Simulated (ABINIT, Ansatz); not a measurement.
Entries from a set of simulations; values are calculated unless marked as measured.

Si3N4 (Fd-3m): one start, several treatments of the self-energy. Symmetry: Fd-3m, No. 227, cubic system. Conventional cell: a = 7.787 Å, b = 7.787 Å, c = 7.787 Å, α = 90.00°, β = 90.00°, γ = 90.00°. Nearest to Si lie 6 N at 1.89 Å. Si has 4 N at 1.79 Å nearest. N has 4 Si at 1.79 to 1.89 Å nearest. Farther neighbours, and contacts between anions beyond the nearest, are not listed. The calculation used RPA screening on PBE, plane waves, norm-conserving pseudopotentials (and 3 further levels or steps) in ABINIT 10.8.3, with cutoff 36 Ha, PseudoDojo scalar-relativistic 0.4.1 standard, norm-conserving, ngkpt (4, 4, 4), nband 368, ecuteps 7.8 Ha, inclvkb 2, shiftk (0, 0, 0), symchi 1, awtr 1, frequency ppm, 4×4×4 k-mesh. The G0W0, Godby-Needs plasmon pole is 4.472 eV and the G0W0, Engel-Farid plasmon pole is 4.531 eV. The G0W0, von der Linden-Horsch plasmon pole is 4.395 eV and the one-shot Hartree-Fock is 11.816 eV. The known limits are short of the basis limit. G0W0, Engel-Farid plasmon pole: +0.059 eV against G0W0, Godby-Needs plasmon pole. G0W0, von der Linden-Horsch plasmon pole: −0.077 eV against G0W0, Godby-Needs plasmon pole. The program's warnings: nproc spkpt=  >= nkpt= * nsppol=. The cell and positions are those that the Materials Project relaxed with its own functionals (PBE, PBE+U or r2SCAN), kept fixed. This is not the form that Si3N4 usually takes at ambient conditions.

[Paths, hosts, dates, memory and timing lines, banners, echoed tables and standing remarks are left out of the program output; an Ansatz launch command may be rebuilt from the run's recorded settings. Measured values are a selection of at most five: reports struck by readers or far from the other reports are left out. None is set beside runs whose start may be inverted or whose files or cutoffs have a known fault.]

[Runs of the session that timed out or met a known fault of the program may be left out.]

[Hosts, paths, dates, database ids (printed as entryN), source tags and the programs' standing remarks are cut or masked in the printed files.]

[G0W0 gaps are taken among the corrected bands and points alone; a level outside them can change the order at an edge.]

[Where Ansatz stands beside ABINIT at settings called matched, ABINIT's density can come from a denser mesh and the files from another edition; pairs whose starting gaps differed by over 0.03 eV were left out, so agreement reads better than it is.]
